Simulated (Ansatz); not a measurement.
# Quasiparticle gap of Bi2S3 (Bismuthinite)

Aim: the quasiparticle gap of Bi2S3 (Bismuthinite), starting from PBE.

Program: Ansatz 0.2.0. Level of theory: PBE, then G0W0 on it, plane waves, PAW. Results are calculated unless marked as measured.

Report form: the programs' logs are mostly left out.

The database entry behind the starting cell differs from later determinations by our own check (about 0.4 % long), so it need not match the best structure at ambient conditions.

In doubt: masses and optical values from hybrid runs of this build are listed as unsure (in some of the runs), which bears on the screening that GW takes from such a start.

### Step 1. The starting structure

It takes space group Pnma (No. 62, orthorhombic). The conventional cell has a = 11.345 Å, b = 3.994 Å, c = 11.193 Å, α = 90.00°, β = 90.00°, γ = 90.00°. Nearest to Bi lie 6 S at 2.67 to 3.07 Å. Nearest to Bi lie 7 S at 2.60 to 3.34 Å. Nearest to S lie 3 Bi at 2.70 to 2.76 Å. Nearest to S lie 5 Bi at 2.60 to 3.07 Å. Nearest to S lie 5 Bi at 2.67 to 3.34 Å. Farther neighbours and most contacts between anions are not listed.

The cell and positions come from the Crystallography Open Database and are kept as given unless a step says otherwise. Spin-orbit coupling is left out unless a step names it. The default PAW set here is soft_2. Its files were made with PBE.

### Step 2. Bands along the symmetry lines

Levels along a band path and on the mesh show where this functional puts the band edges.

This step: DFT, PBE, plane waves, PAW.

Contents of input.yaml:

```yaml
crystal:
  lattice:
    - [11.345, 0.0, 0.0]
    - [0.0, 3.994, 0.0]
    - [0.0, 0.0, 11.193]
  atoms:
    - { symbol: Bi, position: [0.4835, 0.25, 0.3257] }
    - { symbol: Bi, position: [0.0165, 0.75, 0.8257] }
    - { symbol: Bi, position: [0.9835, 0.25, 0.1743] }
    - { symbol: Bi, position: [0.5165, 0.75, 0.6743] }
    - { symbol: Bi, position: [0.3407, 0.75, 0.0339] }
    - { symbol: Bi, position: [0.1593, 0.25, 0.5339] }
    - { symbol: Bi, position: [0.8407, 0.75, 0.4661] }
    - { symbol: Bi, position: [0.6593, 0.25, 0.9661] }
    - { symbol: S, position: [0.2835, 0.25, 0.1943] }
    - { symbol: S, position: [0.2165, 0.75, 0.6943] }
    - { symbol: S, position: [0.7835, 0.25, 0.3057] }
    - { symbol: S, position: [0.7165, 0.75, 0.8057] }
    - { symbol: S, position: [0.5495, 0.75, 0.1286] }
    - { symbol: S, position: [0.9505, 0.25, 0.6286] }
    - { symbol: S, position: [0.0495, 0.75, 0.3714] }
    - { symbol: S, position: [0.4505, 0.25, 0.8714] }
    - { symbol: S, position: [0.3767, 0.75, 0.4414] }
    - { symbol: S, position: [0.1233, 0.25, 0.9414] }
    - { symbol: S, position: [0.8767, 0.75, 0.0586] }
    - { symbol: S, position: [0.6233, 0.25, 0.5586] }
kpoints:
  mp_grid: { grid: [2, 6, 2] }
  band_path:
    path:
      - [[0.0, 0.0, 0.0], [0.5, 0.0, 0.0], [0.5, 0.5, 0.0], [0.0, 0.5, 0.0], [0.0, 0.0, 0.0], [0.0, 0.0, 0.5], [0.5, 0.0, 0.5], [0.5, 0.5, 0.5], [0.0, 0.5, 0.5], [0.0, 0.0, 0.5]]
      - [[0.5, 0.0, 0.0], [0.5, 0.0, 0.5]]
      - [[0.0, 0.5, 0.0], [0.0, 0.5, 0.5]]
      - [[0.5, 0.5, 0.0], [0.5, 0.5, 0.5]]
    npoints: 6
hamiltonian:
  xc: pbe
scf:
  occupations: { method: fermi_dirac, width: 0.02 }
  n_extra_bands: 10
output:
  eigenvalues: true
  forces: true
  stress: true
```

Run with:

```console
$ ansatz run input.yaml --threads 32 --pin off --max-ram 129024MiB --backend cuda --events-out ev --progress --plain --runs-dir out --devices 1 --max-vram 157GiB  # rebuilt from the run's record
```

It took 3.5 s on 1 × NVIDIA GB200 with 32 threads of Arm Neoverse V2, shared host; peak memory 1.2 GiB.

This step gave:

```yaml
pressure: 1.526 GPa
filled_bands: 96
gap: 1.391 eV
valence_top_at: k = (0.333, 0.000, 0.000)
conduction_bottom_at: k = (0.000, 0.000, 0.083)
least_direct_gap: 1.426 eV
```

Over mesh and path the gap is 1.391 eV, from k = (0.333, 0.000, 0.000) to k = (0.000, 0.000, 0.083). The least direct gap found is 1.426 eV, at k = (0.000, 0.000, 0.167). On the 2×6×2 mesh alone the same run gives 1.423 eV, so that mesh misses an edge of PBE: 1.423 − 1.391 = +0.032 eV.

Electronic bands along the path, in eV, zero at the top of the highest nominally filled band:

```
    point  band 93  band 94  band 95  band 96  band 97  band 98  band 99  band 100
        Γ    -0.23    -0.22    -0.16    -0.11     1.40     1.72     1.87      2.13
  halfway    -0.30    -0.27    -0.14    -0.01     1.62     1.65     1.92      2.00
        X    -0.31    -0.31    -0.03    -0.03     1.73     1.73     1.93      1.93
  halfway    -0.43    -0.43    -0.38    -0.38     1.70     1.70     2.73      2.73
        S    -0.37    -0.37    -0.37    -0.37     2.44     2.44     2.44      2.44
  halfway    -0.47    -0.47    -0.32    -0.32     2.31     2.31     2.45      2.45
        Y    -0.52    -0.52    -0.27    -0.27     2.30     2.30     2.39      2.39
  halfway    -0.49    -0.39    -0.30    -0.22     1.61     2.14     2.51      2.71
        Γ    -0.23    -0.22    -0.16    -0.11     1.40     1.72     1.87      2.13
  halfway    -0.36    -0.35    -0.14    -0.02     1.41     1.70     2.01      2.28
        Z    -0.33    -0.33    -0.11    -0.11     1.56     1.56     2.33      2.33
  halfway    -0.32    -0.32    -0.12    -0.12     1.60     1.60     2.30      2.30
        U    -0.26    -0.26    -0.16    -0.16     1.64     1.64     2.27      2.27
  halfway    -0.32    -0.32    -0.22    -0.22     2.31     2.31     2.35      2.35
        R    -0.62    -0.62    -0.62    -0.62     2.26     2.26     2.26      2.26
  halfway    -0.64    -0.64    -0.47    -0.47     2.10     2.10     2.33      2.33
        T    -0.56    -0.56    -0.38    -0.38     1.99     1.99     2.33      2.33
  halfway    -0.41    -0.41    -0.22    -0.22     2.08     2.08     2.21      2.21
        Z    -0.33    -0.33    -0.11    -0.11     1.56     1.56     2.33      2.33
jump to X    -0.31    -0.31    -0.03    -0.03     1.73     1.73     1.93      1.93
  halfway    -0.28    -0.28    -0.06    -0.06     1.64     1.64     2.16      2.16
        U    -0.26    -0.26    -0.16    -0.16     1.64     1.64     2.27      2.27
jump to Y    -0.52    -0.52    -0.27    -0.27     2.30     2.30     2.39      2.39
  halfway    -0.51    -0.51    -0.43    -0.43     2.09     2.09     2.33      2.33
        T    -0.56    -0.56    -0.38    -0.38     1.99     1.99     2.33      2.33
jump to S    -0.37    -0.37    -0.37    -0.37     2.44     2.44     2.44      2.44
```

### Step 3. G0W0 on the 2×4×2 mesh

G0W0 replaces the xc potential by a self-energy built once from the orbitals of the start. Levels are corrected in the window of bands that the input names, at points of the mesh.

This step: G0W0 on PBE, plane waves, PAW.

input.yaml, the sections that differ from step 2:

```yaml
kpoints:
  mp_grid: { grid: [2, 4, 2] }
scf:
  occupations: { method: fixed }
gw:
  n_empty_bands: 1513
  ecut_chi: 120.0
  qp_bands: [v2, c2]
  qp_kpoints: band_edges
  screening: { model: contour_deformation }
# crystal, hamiltonian: as in step 2
# output: removed
```

Run time: 74 s. Hardware: 1 × NVIDIA GB200 with 32 threads; peak memory 9 GiB; 4.1 min of CPU time.

This step gave:

```
bands summed                                    : 1609
RPA ε∞ on this mesh (eigenvalues)               : 10.10, 13.30, 13.44
plane waves in the screening matrix             : 1541
q-points in the mesh                            : 16
G0W0 gap over the corrected points              : 1.766 eV
k of the valence top                            : -0.5, 0, 0
k of the conduction bottom                      : 0, 0, 0
starting gap on the mesh                        : 1.424 eV
Z at the valence top                            : 0.7307
Z at the conduction bottom                      : 0.7783
least direct G0W0 gap over the corrected points : 1.834 eV
```

Over all 12 irreducible mesh points the G0W0 gap is 1.766 eV, from k = (-0.500, 0.000, 0.000) to k = Γ. The PBE gap of this run on the mesh is 1.424 eV. The two states that bound the G0W0 gap lie that far apart at the start, so the correction of the gap is 1.766 − 1.424 = +0.342 eV. The start of this run differs from the step before in mesh (2×6×2 and 2×4×2).

Labels follow the order of the start: v1 is the top filled band, c1 the lowest empty one; levels that stay degenerate share a row, the window can cut a multiplet, doubted levels are not marked in this list, bands outside the window were not corrected, and the list may be a part of the corrected levels. The levels before and after the correction (eV, zero at the valence-band top of each column):

```
           conduction bottom  valence top
Kohn-Sham               1.42         0.00
     G0W0               1.77         0.00
```

```
                      level  occupation  energy (eV)
Kohn-Sham              Γ v2           2       -0.128
Kohn-Sham              Γ v1           2       -0.084
Kohn-Sham              Γ c1           0        1.424
Kohn-Sham              Γ c2           0        1.750
Kohn-Sham  (-0.5 0 0) v2-v1           2        0.000
Kohn-Sham  (-0.5 0 0) c1-c2           0        1.759
     G0W0              Γ v2           2       -0.153
     G0W0              Γ v1           2       -0.069
     G0W0              Γ c1           0        1.766
     G0W0              Γ c2           0        2.192
     G0W0  (-0.5 0 0) v2-v1           2        0.000
     G0W0  (-0.5 0 0) c1-c2           0        2.201
```

The parts of the quasiparticle energy for the two states that bound the G0W0 gap, in eV on the run's own scale (QP = start + Σx + Σc − Vxc, with Σc at the quasiparticle energy):

```
             edge                       k  band  start       Σx      Σc      Vxc      Z     QP
      valence top  (-0.500, 0.000, 0.000)    95  7.561  −17.444   1.752  −15.326  0.731  7.195
conduction bottom                       Γ    97  8.986   −9.674  −3.138  −12.787  0.778  8.961
```

### Step 4. Spin-orbit coupling in PBE

This run has two-component orbitals with spin-orbit coupling.

This step: DFT, PBE with spin-orbit coupling, plane waves, PAW.

Edit input.yaml of step 3 so:

```diff
@@ -27,3 +27,17 @@
 kpoints:
-  mp_grid: { grid: [2, 4, 2] }
+  mp_grid: { grid: [2, 6, 2] }
+  band_path:
+    path:
+      - [0.0, 0.0, 0.0]
+      - [0.5, 0.0, 0.0]
+      - [0.5, 0.5, 0.0]
+      - [0.0, 0.5, 0.0]
+      - [0.0, 0.0, 0.5]
+      - [0.5, 0.0, 0.5]
+      - [0.5, 0.5, 0.5]
+      - [0.0, 0.5, 0.5]
+      - [0.3333333333, 0.0, 0.0]
+      - [0.0, 0.0, 0.0833333333]
+      - [0.0, 0.0, 0.1666666667]
+    npoints: 1
 hamiltonian:
@@ -32,7 +46,9 @@
   occupations: { method: fixed }
-gw:
-  n_empty_bands: 1513
-  ecut_chi: 120.0
-  qp_bands: [v2, c2]
-  qp_kpoints: band_edges
-  screening: { model: contour_deformation }
+  n_extra_bands: 20
+magnetization:
+  noncollinear: true
+  spin_orbit: true
+output:
+  eigenvalues: true
+  forces: true
+  stress: true
```

Run time: 4.8 s. Hardware: 1 × NVIDIA GB200 with 32 threads; peak memory 2.2 GiB.

Numbers from this step:

```yaml
pressure: 1.961 GPa
gap: 0.9537 eV
valence_top_at: k = (0.333, 0.000, 0.000)
conduction_bottom_at: k = (0.000, 0.000, 0.167)
least_direct_gap: 0.9854 eV
```

Over mesh and listed points the gap is 0.954 eV, from k = (0.333, 0.000, 0.000) to k = (0.000, 0.000, 0.167). The least direct gap found is 0.985 eV, at k = (0.000, 0.000, 0.167). On the 2×6×2 mesh alone the same run gives 0.998 eV, so that mesh misses an edge of PBE+SOC: 0.998 − 0.954 = +0.044 eV. PBE+SOC against PBE: 0.954 − 1.391 = −0.437 eV. Mesh, set of files and cutoff are the same, but the conduction bottom lies at another k point, so this need not be the shift of one pair of states. The spin-orbit run sees mesh and listed points alone, so its gap is an upper bound: the coupling can move an edge off these points, and the change over the zone, its sign included where it is small, is not known.

### Step 5. The runs together

Each gap is the least one over the points named; times are wall times on shared hosts, not benchmarks. A G0W0 time includes the run's own self-consistent start. Runs with listed points see these and the mesh alone, so an edge that moves elsewhere is missed. Rows marked * are further runs, not shown as steps, whose inputs differ from the G0W0 step on the same start in the columns given; solver thresholds can differ too.

```
    level   mesh       files, cutoff   bands summed, screening                          points  gap (eV)             valence top      conduction bottom  least direct gap (eV)   time
      PBE  2×6×2  soft_2 PAW, 420 eV                         -                   mesh and path     1.391   (0.333, 0.000, 0.000)  (0.000, 0.000, 0.083)                  1.426  3.5 s
  PBE+SOC  2×6×2  soft_2 PAW, 420 eV                         -          mesh and listed points     0.954   (0.333, 0.000, 0.000)  (0.000, 0.000, 0.167)                  0.985  4.8 s
G0W0@PBE*  2×4×2  soft_2 PAW, 420 eV                344, 36 eV  all 12 irreducible mesh points     1.672  (-0.500, 0.000, 0.000)                      Γ                  1.719   14 s
G0W0@PBE*  2×4×2  soft_2 PAW, 420 eV                799, 72 eV  all 12 irreducible mesh points     1.723  (-0.500, 0.000, 0.000)                      Γ                  1.784   27 s
 G0W0@PBE  2×4×2  soft_2 PAW, 420 eV              1609, 120 eV  all 12 irreducible mesh points     1.766  (-0.500, 0.000, 0.000)                      Γ                  1.834   74 s
G0W0@PBE*  2×4×2  soft_2 PAW, 420 eV  799, 72 eV, plasmon pole  all 12 irreducible mesh points     1.700  (-0.500, 0.000, 0.000)                      Γ                  1.755   27 s
```

### Step 6. Results

```
PBE gap over mesh and path                       : 1.391 eV, from k = (0.333, 0.000, 0.000) to k = (0.000, 0.000, 0.083)
G0W0@PBE gap over all 12 irreducible mesh points : 1.766 eV, from k = (-0.500, 0.000, 0.000) to k = Γ
PBE+SOC gap over mesh and listed points          : 0.954 eV
GW settings                                      : 2×4×2 mesh, 1513 empty bands, screening to 120 eV
known limits                                     : finite bands, screening cutoff and k mesh; no spin-orbit coupling in G0W0; screening cutoff under 40 eV in some runs
```

Over all 12 irreducible mesh points the G0W0 gap is 1.766 eV, from k = (-0.500, 0.000, 0.000) to k = Γ. The PBE gap of this run on the mesh is 1.424 eV. The two states that bound the G0W0 gap lie that far apart at the start, so the correction of the gap is 1.766 − 1.424 = +0.342 eV. The valence state moves by 7.195 − 7.561 = −0.366 eV and the conduction state by 8.961 − 8.986 = −0.025 eV, on the run's own scale; with 344 bands the edge states move by +0.266 and +0.514 eV, so the split between the edges depends on the bands and cutoff. Over mesh and path, PBE puts the valence top at k = (0.333, 0.000, 0.000) and conduction bottom at k = (0.000, 0.000, 0.083), where no G0W0 correction was computed. The G0W0 gap over the whole zone is therefore not known from this run; at its settings it can only be equal to or under the 1.766 eV found, and no correction is carried over from another point. For the start itself the gap is 1.391 eV over mesh and path and 1.424 eV on the mesh of the G0W0 run, in runs that differ in mesh (2×6×2 and 2×4×2). From 344 bands and 36 eV to 1609 bands and 120 eV the gap moves by 1.766 − 1.672 = +0.094 eV (rung by rung 1.672, 1.723, 1.766 eV); bands and screening cutoff rise together, so their parts are not told apart. A line in one over the bands through the two highest rungs gives 1.766 + (1.766 − 1.723) × 799 / (1609 − 799) = 1.808 eV, and through the pair below 1.723 + (1.723 − 1.672) × 344 / (799 − 344) = 1.762 eV. The two differ by 0.046 eV, not under the 0.030 eV asked, so the law does not hold well over these rungs and the limit is not known. With the plasmon pole model in place of the contour deformation model and all else as in the G0W0@PBE row with 799 bands, the gap differs by 1.700 − 1.723 = −0.023 eV. G0W0 on other starts in this series, not shown as steps and not all at these settings: 1.979 eV on HSE06 (2×4×2, soft_2 PAW, 799 bands, 72 eV) and 1.721 eV on LDA (2×4×2, soft_2 PAW, 799 bands, 72 eV). PBE+SOC against PBE: 0.954 − 1.391 = −0.437 eV. Mesh, set of files and cutoff are the same, but the conduction bottom lies at another k point, so this need not be the shift of one pair of states. The spin-orbit run sees mesh and listed points alone, so its gap is an upper bound: the coupling can move an edge off these points, and the change over the zone, its sign included where it is small, is not known. What spin-orbit coupling does to the G0W0 levels was not computed, so no sum with the G0W0 gap is formed. The G0W0 runs are scalar-relativistic. No pair of G0W0 runs that differ in the mesh alone is shown (2×4×2 is a supercell whose nearest images lie 16 Å apart), so the error from the mesh is not known here. G0W0@PBE runs of this series with other atomic data on the same mesh, not shown as steps, give 1.720 eV (hard PAW, 510 eV, 831 bands, screening to 72 eV; the table's row with the same empty bands and screening cutoff has 1.723 eV); where bands and cutoffs differ too, the part of the files is not isolated. A screening cutoff under 40 eV is crude: G0W0@PBE with 344 bands at 36 eV.

[Paths, hosts, dates, memory and timing lines, banners, echoed tables and standing remarks are left out of the program output.]

[Logs are printed without paths, hosts, clocks, repeated set-up lines and the standing remarks that a program may print on its own settings, such as how far it seeks lower states.]

[Runs of the session that timed out or met a known fault of the program may be left out.]

[Cells called generated may have been cut or substituted from an entry of the Crystallography Open Database or the Materials Project.]

[Hosts, paths, dates, database ids (printed as entryN), source tags and the programs' standing remarks are cut or masked in the printed files.]

[Where an RPA ε∞ is given, it is that of the G0W0 mesh and is not shown converged in it. Names of k-points follow the symmetry that the program found, which can be lower than the space group named. Band edges on a path are those of the sampled points; other points can move an edge, and change direct to indirect where valleys lie close.]

[Hybrid gaps are those of their k-mesh and are not shown converged in it.]
